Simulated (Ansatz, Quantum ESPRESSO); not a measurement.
# Evanescent states of Si, diamond type, lattice constant set to 5.47 Å, part 2 of 2

Wanted: the complex band structure of Si, diamond type, lattice constant set to 5.47 Å, as for a tunnel barrier.

Quantum ESPRESSO 7.5; plane-wave DFT, PBE, GBRV ultrasoft pseudopotentials; cross-check by Ansatz 0.2.0 with PAW datasets.

So far. Step 2 (SCF with pw.x): The run needed 8 iterations to bring the estimated error under 1e-09 Ry.

## 5. Cross-check with Ansatz

A second code with its own PAW datasets, on the same atoms.

Level of this step: plane-wave DFT, PBE, Ansatz PAW (Ansatz 0.2.0).

Contents of input.yaml:

```yaml
crystal:
  lattice:
    - [3.8678740931, 0.0, 0.0]
    - [0.0, 3.8678740931, 0.0]
    - [0.0, 0.0, 5.47]
  atoms:
    - { symbol: Si, position: [0.0, 0.0, 0.0] }
    - { symbol: Si, position: [0.5, 0.0, 0.25] }
    - { symbol: Si, position: [0.5, 0.5, 0.5] }
    - { symbol: Si, position: [0.0, 0.5, 0.75] }
kpoints:
  mp_grid: { grid: [6, 6, 6] }
hamiltonian:
  xc: pbe
scf:
  occupations: { method: fixed }
  convergence: { dr2_threshold: 1.0e-09 }
output:
  transmission:
    leads: [[0, 0]]
    kpoints: [[0, 0], [0.5, 0], [0.5, 0.5], [0.25, 0]]
    e_range: [-1.92, 4.48]
    de: 0.16
```

The run is started by

```sh
> ansatz run input.yaml --threads 2 --pin off --max-ram 4096MiB --backend cpu --events-out ev --progress --plain --runs-dir out
```

Elapsed: 22 s, on 2 threads of Arm Neoverse V2, shared host; peak memory 0.4 GiB; 28 s of CPU time.

Numbers from this step:

```
free energy                                      : -2543.2248 eV
gap by band count                                : 0.6078 eV
symmetry operations                              : 32
slowest decay at the grid energy nearest mid-gap : 0.109 Å⁻¹
peak of the smallest κ at the zone centre        : 0.1295 Å⁻¹
peak of the smallest κ at (1/2, 0)               : 0.1688 Å⁻¹
peak of the smallest κ at (1/4, 0)               : 0.1769 Å⁻¹
valence top, on the run's zero                   : 6.007 eV
```

K across = (0, 0) in the cell's reciprocal vectors; values within 0.0025 1/Å of each other count once, columns are sorted by size at each energy, a dash where no further value was kept. Table of Im kz of the slowest decaying states by energy, zero at the highest filled level of the SCF mesh:

```
energy (eV)  decay 1 (Å⁻¹)  decay 2 (Å⁻¹)  decay 3 (Å⁻¹)
      -1.92          0.783              -              -
      -1.60          0.732              -              -
      -1.28          0.678              -              -
      -0.96          0.619              -              -
      -0.64          0.553              -              -
      -0.32          0.478           1.48              -
      -0.16          0.435           1.47              -
       0.00        0.00331          0.388              -
       0.16         0.0794          0.102          0.333
       0.48          0.129          0.161          0.179
       0.80          0.156          0.188           1.38
       1.12          0.172          0.197           1.35
       1.44          0.178          0.194           1.31
       1.76          0.177           1.28           1.41
       2.08          0.148          0.168           1.24
       2.40         0.0888          0.151           1.21
       2.72          0.120          0.140           1.17
       2.88         0.0956          0.189           1.15
       3.20          0.250           1.11           1.27
       3.52          0.287           1.07           1.24
       3.84          0.312           1.03           1.21
       4.16          0.327          0.989           1.18
       4.48         0.0722          0.336          0.943
```

K across = (0, 0) in the cell's reciprocal vectors. Table of Re kz of states that move upwards by energy, zero at the highest filled level of the SCF mesh:

```
energy (eV)  channel 1 (Å⁻¹)  channel 2 (Å⁻¹)  channel 3 (Å⁻¹)  channel 4 (Å⁻¹)
      -1.92           -0.365            0.552            0.552                -
      -1.44           -0.455           -0.455           -0.299                -
      -0.96           -0.331           -0.331           -0.230                -
      -0.48           -0.208           -0.208           -0.152                -
      -0.16           -0.111           -0.111          -0.0835                -
       0.00                -                -                -                -
       0.32                -                -                -                -
       0.80           0.0298            0.412                -                -
       1.28           -0.525            0.211                -                -
       1.76           -0.367            0.329                -                -
       2.24           -0.208            0.425                -                -
       2.72           0.0991           0.0991            0.508                -
       3.04            0.176            0.176            0.560                -
       3.52           -0.513            0.141            0.263            0.263
       4.00           -0.431            0.235            0.339            0.339
       4.48            0.410            0.410                -                -
```

K across = (1/2, 0) in the cell's reciprocal vectors; values within 0.0025 1/Å of each other count once, columns are sorted by size at each energy, a dash where no further value was kept. The Im kz of the slowest decaying states by energy, zero at the highest filled level of the SCF mesh:

```
energy (eV)  decay 1 (Å⁻¹)  decay 2 (Å⁻¹)  decay 3 (Å⁻¹)
      -1.92          0.633           1.10              -
      -1.76          0.567           1.08              -
      -1.60          0.483           1.06              -
      -1.44          0.355           1.04              -
      -1.28           1.02              -              -
      -1.12         0.0501          0.226           1.00
      -0.96         0.0928          0.372          0.980
      -0.64          0.135          0.477          0.938
      -0.48          0.148          0.503          0.916
      -0.32          0.157          0.519          0.894
      -0.16          0.164          0.529          0.871
       0.00          0.168          0.536          0.847
       0.16          0.169          0.538          0.823
       0.32          0.168          0.538          0.798
       0.48          0.164          0.535          0.772
       0.64          0.158          0.530          0.745
       0.80          0.148          0.523          0.717
       0.96          0.135          0.515          0.688
       1.12          0.116          0.504          0.657
       1.44         0.0299          0.479          0.590
       1.60          0.464          0.552              -
       1.76          0.447          0.510              -
       1.92          0.428          0.463              -
       2.08          0.406              -              -
       2.24          0.331          0.384              -
       2.40          0.184          0.359              -
       2.56          0.165          0.330              -
       2.72          0.188          0.297              -
       2.88          0.191          0.259           1.49
       3.04          0.180          0.211           1.47
       3.20          0.147          0.152           1.46
       3.52          0.236           1.42              -
       3.68          0.279           1.41              -
       3.84          0.305           1.39              -
       4.00          0.322           1.37              -
       4.16          0.334           1.36              -
       4.32          0.342           1.34              -
       4.48          0.347           1.32              -
```

K across = (1/2, 1/2) in the cell's reciprocal vectors; values within 0.0025 1/Å of each other count once, columns are sorted by size at each energy, a dash where no further value was kept. Table of Im kz of the slowest decaying states by energy, zero at the highest filled level of the SCF mesh:

```
energy (eV)  Im kz of the slowest decaying states (Å⁻¹)
      -1.92                                       0.230
      -1.60                                       0.245
      -1.28                                       0.249
      -0.96                                       0.245
      -0.64                                       0.234
      -0.32                                       0.216
      -0.16                                       0.203
       0.00                                       0.188
       0.16                                       0.170
       0.48                                       0.119
       0.80                                           -
       1.12                                           -
       1.44                                           -
       1.76                                           -
       2.08                                           -
       2.40                                           -
       2.72                                           -
       2.88                                           -
       3.20                                           -
       3.52                                           -
       3.84                                           -
       4.16                                           -
       4.48                                      0.0300
```

K across = (1/4, 0) in the cell's reciprocal vectors; values within 0.0025 1/Å of each other count once, columns are sorted by size at each energy, a dash where no further value was kept. Im kz of the slowest decaying states against energy, zero at the highest filled level of the SCF mesh:

```
energy (eV)  decay 1 (Å⁻¹)  decay 2 (Å⁻¹)  decay 3 (Å⁻¹)
      -1.92         0.0832          0.869           1.25
      -1.76         0.0661          0.846           1.23
      -1.60         0.0173          0.823           1.21
      -1.44          0.800           1.19           1.26
      -1.28          0.776           1.17           1.24
      -1.12          0.751           1.15           1.22
      -0.96          0.725           1.13           1.20
      -0.64         0.0680          0.671           1.09
      -0.48          0.106          0.643           1.07
      -0.32          0.130          0.613           1.05
      -0.16          0.137          0.146          0.581
       0.00          0.159          0.198          0.548
       0.16          0.167          0.240          0.512
       0.32          0.173          0.271          0.474
       0.48          0.176          0.295          0.431
       0.64          0.177          0.314          0.384
       0.80          0.175          0.329          0.890
       0.96          0.171          0.263          0.341
       1.12          0.164          0.169          0.350
       1.44          0.140          0.359          0.787
       1.60          0.120          0.360          0.760
       1.76         0.0911          0.358          0.732
       1.92         0.0293          0.354          0.705
       2.08          0.345          0.677          0.749
       2.24          0.332          0.649          0.718
       2.40         0.0763          0.314          0.622
       2.56          0.101          0.288          0.596
       2.72          0.110          0.252          0.571
       2.88          0.108          0.199          0.549
       3.04         0.0337         0.0931          0.109
       3.20         0.0413         0.0554          0.495
       3.52          0.396          0.478          0.800
       3.68          0.107          0.337          0.464
       3.84          0.161          0.266          0.450
       4.00          0.169          0.199          0.436
       4.16          0.228          0.422          0.682
       4.32          0.254          0.408          0.644
       4.48          0.280          0.393          0.597
```

## 6. The arithmetic

T falls as exp(−2κd). With κ = 0.107 1/Å, 10 Å of barrier pass exp(−2 × 0.107 × 10) = 0.12 of that channel, interfaces aside.

## 7. What came out

* gap on the SCF mesh: 0.62 eV
* smallest κ at mid-gap among the four k points, at the zone centre: 0.107 Å⁻¹
* peak of the smallest κ in the stop band at the zone centre: 0.130 Å⁻¹
* peak of the smallest κ in the stop band at (1/2, 0): 0.169 Å⁻¹
* peak of the smallest κ in the stop band at (1/4, 0): 0.177 Å⁻¹
* peak at the zone centre by Ansatz: 0.129 Å⁻¹

With a gap of 0.62 eV on the mesh, the smallest κ at mid-gap among the four k points, at the zone centre is 0.107 Å⁻¹ (PBE, GBRV ultrasoft). For a barrier with the Fermi level at mid-gap the slowest state found, at the zone centre, loses a factor of ten in probability every 11 Å or so. Stop bands away from the zone centre are mostly wider than the gap, so their peaks can lie above the conduction bottom. At the zone centre pwcond's peak is 0.130 and Ansatz's 0.129 1/Å, 0 % apart. The gap holds only 3 points of the energy grid, so peaks are resolved roughly. The cell is the a/√2 one, turned by 45°, with two primitive cells, so X along [001] folds onto kz = 0. A semilocal gap is too small, often by a third to a half and by more in narrow-gap crystals, so real barriers decay faster.

[Logs are printed without paths, hosts, clocks, repeated set-up lines and the standing remarks that a program may print on its own settings, such as how far it seeks lower states.]

[Hosts, paths, dates, database ids (printed as entryN), source tags and the programs' standing remarks are cut or masked in the printed files.]

[Maps of the electrostatic potential energy from Ansatz leave out the sawtooth potential of an applied field or a dipole correction, so their vacuum need not be flat; planar profiles and work functions include it.]
